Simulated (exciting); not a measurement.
# Na K-edge absorption of NaTlO, all-electron BSE, part 3 of 3

Aim: the Na K absorption edge of NaTlO with the electron–hole interaction treated explicitly, and what each term of the kernel does.

exciting sodium; X-ray absorption, core-level Bethe-Salpeter equation, exchange and statically screened direct term, Tamm-Dancoff, all-electron LAPW+lo LDA.

So far. Step 5 (Independent particles): Maxima (height): 6.1 eV (0.44), 10.7 eV (0.53), 13.4 eV (1.13), 15.2 eV (0.82) and 16.3 eV (0.89); 1 lower ones aren't listed. Against the singlet run the r.m.s. difference is 65 %. Moving the earlier curve by +5.0 eV leaves 28 %. The highest maximum lies at 13.4 eV (1.13), against 11.6 eV (1.00). Step 6 (Exchange alone): Maxima (height): 6.1 eV (0.43), 10.7 eV (0.53), 13.4 eV (1.12), 15.2 eV (0.83) and 16.3 eV (0.89).

**8. A changed run**

In this try the input is made faulty on purpose, to show what that does.

File input.xml:

```
<input>
  <title>NaTlO</title>
  <structure speciespath="." autormt="false" epslat="1.0e-5">
    <crystal>
      <basevect>6.5845364187 0.0000000000 0.0000000000</basevect>
      <basevect>-3.2922682094 5.7023758107 0.0000000000</basevect>
      <basevect>0.0000000000 0.0000000000 21.5326574787</basevect>
    </crystal>
    <species speciesfile="Tl.xml" rmt="2.300">
      <atom coord="0.6666666667 0.3333333333 0.6157190300"/>
      <atom coord="0.3333333333 0.6666666667 0.1157190300"/>
    </species>
    <species speciesfile="Na.xml" rmt="2.240">
      <atom coord="0.3333333333 0.6666666667 0.3938852900"/>
      <atom coord="0.6666666667 0.3333333333 0.8938852900"/>
    </species>
    <species speciesfile="O.xml" rmt="1.963">
      <atom coord="0.0000000000 0.0000000000 0.4903956800"/>
      <atom coord="0.0000000000 0.0000000000 0.9903956800"/>
    </species>
  </structure>
  <groundstate do="skip" xctype="LDA_PW" ngridk="6 6 1" rgkmax="7" gmaxvr="14" nempty="8" swidth="0.001" maxscl="100" epsengy="1e-5"/>
  <xs xstype="BSE" ngridk="5 5 1" ngridq="5 5 1" vkloff="0.097 0.273 0.493" rgkmax="7" nempty="44" gqmax="3" lmaxapwwf="5" lmaxemat="2" broad="0.01654" tevout="true">
    <energywindow intv="37.124 38.741" points="440"/>
    <screening screentype="full" nempty="8"/>
    <BSE xas="true" xasspecies="2" xasatom="1" xasedge="K" bsetype="singlet" nstlxas="1 40"/>
    <qpointset>
      <qpoint>0 0 0</qpoint>
    </qpointset>
    <plan>
      <doonly task="scrgeneigvec"/>
      <doonly task="scrwritepmat"/>
      <doonly task="screen"/>
      <doonly task="scrcoulint"/>
    </plan>
  </xs>
</input>
```

File input.xml for the last start (plan only):

```
  <plan>
    <doonly task="bse"/>
  </plan>
```

Launch:

```bash
> OMP_NUM_THREADS=1 mpirun -n 4 exciting
> OMP_NUM_THREADS=4 exciting
```

Numbers of over 12 decimals in the logs are rounded to 6 here.

Log:

```text
| EXCITING SODIUM started for task scrgeneigvec ( 401)                         =
One-shot GS runs for BSE calculations
One-shot GS runs for k+qmt/2 grids
Info(xsgeneigvec): Generating eigenvectors for Q-point      1
Using screening GS parameters.
Info(xsgeneigvec): Generation of eigenvectors finished
| EXCITING SODIUM started for task scrwritepmat ( 420)                         =
Info(writepmatxs): Momentum matrix elements finished
Info(scrwritepmat): Momentum matrix elements for screening finished
| EXCITING SODIUM started for task screen ( 430)                               =
[...]
Info(setup_bse_block): Setting up RR part of hamiltonian
Info(setup_bse_block): Singlet spin state
Info(bse): Diagonalizing RR Hamiltonian (TDA)
Info(bse): Invoking Lapack routine ZHEEVR
      2000 eigen solutions found in the interval:
         i1=       1 i2=    2000
Info(bse): Writing excition energies and oscillator strengths to text file.
Info(makespectrum_dist): Making spectrum using formula for coupling with time reversed AR basis.
Info(makespectrum_dist): Using formalism for vanishing momentum transfer.
Info(writederived): Writing quantities derived from the macroscopic dielectric function.
Info(bselauncher): Spectrum finished for iqmt=  1
Info(bselauncher): All done for BSE type singlet
```

Elapsed: 4 min, on 4 MPI ranks of Intel Xeon at 2.70GHz, shared host.

The input has a fault: far too few empty states in the screening. Against the singlet run the r.m.s. difference is 22 %. The highest maximum lies at 4.3 eV (0.90), against 11.6 eV (1.00). The first bright state moves from 0.21 to -0.22 eV. Too few states underscreen, so the attraction is too strong.

| E (eV) | first run | this run |
| --- | --- | --- |
| -4.0 | 0.02 | 0.02 |
| -3.0 | 0.02 | 0.03 |
| -2.0 | 0.03 | 0.05 |
| -1.0 | 0.07 | 0.12 |
| 0.0 | 0.23 | 0.39 |
| 1.0 | 0.51 | 0.68 |
| 2.0 | 0.37 | 0.46 |
| 3.0 | 0.48 | 0.68 |
| 4.0 | 0.61 | 0.84 |
| 5.0 | 0.67 | 0.59 |
| 6.0 | 0.36 | 0.42 |
| 7.0 | 0.51 | 0.75 |
| 8.0 | 0.77 | 0.75 |
| 9.0 | 0.86 | 0.84 |
| 10.0 | 0.73 | 0.68 |
| 11.0 | 0.77 | 0.75 |
| 12.0 | 0.95 | 0.71 |
| 13.0 | 0.55 | 0.41 |
| 14.0 | 0.46 | 0.39 |
| 15.0 | 0.44 | 0.33 |
| 16.0 | 0.35 | 0.27 |
| 17.0 | 0.30 | 0.25 |
| 18.0 | 0.35 | 0.28 |

**9. Coarser mesh**

Changed against the first singlet run: k mesh from 5×5×1 to 2×2×1.

Changes to input.xml since step 8:

```diff
@@ -22,5 +22,5 @@
   <groundstate do="skip" xctype="LDA_PW" ngridk="6 6 1" rgkmax="7" gmaxvr="14" nempty="8" swidth="0.001" maxscl="100" epsengy="1e-5"/>
-  <xs xstype="BSE" ngridk="5 5 1" ngridq="5 5 1" vkloff="0.097 0.273 0.493" rgkmax="7" nempty="44" gqmax="3" lmaxapwwf="5" lmaxemat="2" broad="0.01654" tevout="true">
+  <xs xstype="BSE" ngridk="2 2 1" ngridq="2 2 1" vkloff="0.097 0.273 0.493" rgkmax="7" nempty="44" gqmax="3" lmaxapwwf="5" lmaxemat="2" broad="0.01654" tevout="true">
     <energywindow intv="37.124 38.741" points="440"/>
-    <screening screentype="full" nempty="8"/>
+    <screening screentype="full" nempty="73"/>
     <BSE xas="true" xasspecies="2" xasatom="1" xasedge="K" bsetype="singlet" nstlxas="1 40"/>
@@ -30,2 +30,4 @@
     <plan>
+      <doonly task="xsgeneigvec"/>
+      <doonly task="writepmatxs"/>
       <doonly task="scrgeneigvec"/>
@@ -34,2 +36,3 @@
       <doonly task="scrcoulint"/>
+      <doonly task="exccoulint"/>
     </plan>
```

File input.xml for the last start (plan only):

```
  <plan>
    <doonly task="bse"/>
  </plan>
```

Log:

```text
| EXCITING SODIUM started for task xsgeneigvec ( 301)                          =
One-shot GS runs for BSE calculations
One-shot GS runs for k+qmt/2 grids
Info(xsgeneigvec): Generating eigenvectors for Q-point      1
Info(xsgeneigvec): Generation of eigenvectors finished
| EXCITING SODIUM started for task writepmatxs ( 320)                          =
Info(writepmatxs): Momentum matrix elements finished
| EXCITING SODIUM started for task scrgeneigvec ( 401)                         =
One-shot GS runs for BSE calculations
One-shot GS runs for k+qmt/2 grids
[...]
Info(setup_bse_block): Setting up RR part of hamiltonian
Info(setup_bse_block): Singlet spin state
Info(bse): Diagonalizing RR Hamiltonian (TDA)
Info(bse): Invoking Lapack routine ZHEEVR
       320 eigen solutions found in the interval:
         i1=       1 i2=     320
Info(bse): Writing excition energies and oscillator strengths to text file.
Info(makespectrum_dist): Making spectrum using formula for coupling with time reversed AR basis.
Info(makespectrum_dist): Using formalism for vanishing momentum transfer.
Info(writederived): Writing quantities derived from the macroscopic dielectric function.
Info(bselauncher): Spectrum finished for iqmt=  1
Info(bselauncher): All done for BSE type singlet
```

It took 2.9 min on 4 MPI ranks.

These settings are cheaper. The spectrum differs from the singlet run by 10 % r.m.s. The highest maximum lies at 12.0 eV (0.90), against 11.6 eV (1.00). The first bright state moves from 0.21 to 0.37 eV. The lowest bare transition of this run lies at 1.66 eV, against 1.07. A coarse mesh samples few band energies, and it inflates the long-range part of the attraction.

| E (eV) | first run | this run |
| --- | --- | --- |
| -3.0 | 0.02 | 0.02 |
| -2.0 | 0.03 | 0.03 |
| -1.0 | 0.07 | 0.06 |
| 0.0 | 0.23 | 0.18 |
| 1.0 | 0.51 | 0.54 |
| 2.0 | 0.37 | 0.32 |
| 3.0 | 0.48 | 0.45 |
| 4.0 | 0.61 | 0.56 |
| 5.0 | 0.67 | 0.78 |
| 6.0 | 0.36 | 0.36 |
| 7.0 | 0.51 | 0.56 |
| 8.0 | 0.77 | 0.63 |
| 9.0 | 0.86 | 0.86 |
| 10.0 | 0.73 | 0.79 |
| 11.0 | 0.77 | 0.76 |
| 12.0 | 0.95 | 0.90 |
| 13.0 | 0.55 | 0.60 |
| 14.0 | 0.46 | 0.58 |
| 15.0 | 0.44 | 0.43 |
| 16.0 | 0.35 | 0.30 |
| 17.0 | 0.30 | 0.35 |
| 18.0 | 0.35 | 0.37 |

**10. The levels of theory side by side**

| level | curve passes 0.15 (eV) | highest maximum (eV) | its height |
| --- | --- | --- | --- |
| IP | 1.9 | 13.4 | 1.13 |
| RPA | 1.9 | 13.4 | 1.12 |
| singlet | -0.2 | 11.6 | 1.00 |

| E (eV) | IP | RPA | singlet |
| --- | --- | --- | --- |
| -3.0 | 0.01 | 0.01 | 0.02 |
| -2.0 | 0.01 | 0.01 | 0.03 |
| -1.0 | 0.02 | 0.02 | 0.07 |
| 0.0 | 0.03 | 0.03 | 0.23 |
| 1.0 | 0.07 | 0.07 | 0.51 |
| 2.0 | 0.16 | 0.16 | 0.37 |
| 3.0 | 0.13 | 0.12 | 0.48 |
| 4.0 | 0.22 | 0.21 | 0.61 |
| 5.0 | 0.23 | 0.23 | 0.67 |
| 6.0 | 0.43 | 0.43 | 0.36 |
| 7.0 | 0.23 | 0.23 | 0.51 |
| 8.0 | 0.26 | 0.25 | 0.77 |
| 9.0 | 0.32 | 0.32 | 0.86 |
| 10.0 | 0.51 | 0.51 | 0.73 |
| 11.0 | 0.52 | 0.52 | 0.77 |
| 12.0 | 0.52 | 0.51 | 0.95 |
| 13.0 | 0.99 | 0.98 | 0.55 |
| 14.0 | 0.95 | 0.95 | 0.46 |
| 15.0 | 0.79 | 0.79 | 0.44 |
| 16.0 | 0.80 | 0.80 | 0.35 |
| 17.0 | 0.68 | 0.69 | 0.30 |
| 18.0 | 0.57 | 0.57 | 0.35 |

**11. What came out**

* absorber and edge: Na K, atom 3
* surroundings: 3 O at 2.29 Å (pyramidal, site symmetry 3m)
* first bright state: 0.21 eV from the Kohn–Sham onset, on this mesh
* highest maximum: 11.6 eV
* cost of the BSE run: 17 min on 4 MPI ranks of Intel Xeon at 2.70GHz, shared host; the last task ran on as many threads

Is a core exciton bound? Undecided on this mesh: the first bright state (over 5 % of the brightest) lies at 0.21 eV from the Kohn–Sham onset and at -0.85 eV from the lowest bare transition of its own mesh. Changing the half width (eV) from 0.45 to 0.11 alters the spectrum by 28 % r.m.s. Exchange alone changes the independent-particle spectrum by 0.4 % r.m.s. A mesh of 25 points doesn't converge binding energies, and fine structure above the first lines is partly noise of the mesh. Exchange and the short-range direct term aren't converged in the kernel cutoff. The zero comes from the unshifted 6×6×1 ground-state mesh; it is exact only where the band minimum lies on that mesh. The Kohn–Sham onset, 1022 eV, is no photon energy (tabulated edge of the element: 1070.8 eV): the scale needs a rigid shift. No quasiparticle correction widens the gap or stretches the bands. Vibrations and energy-dependent lifetimes are left out. The structure is a Materials Project entry, computed there, and may be a hypothetical form.

[Banner, clock and machine lines of the logs are left out without a mark of their own.]

[Logs are printed without paths, hosts, clocks, repeated set-up lines and the standing remarks that a program may print on its own settings, such as how far it seeks lower states.]

[Hosts, paths, dates, database ids (printed as entryN), source tags and the programs' standing remarks are cut or masked in the printed files.]
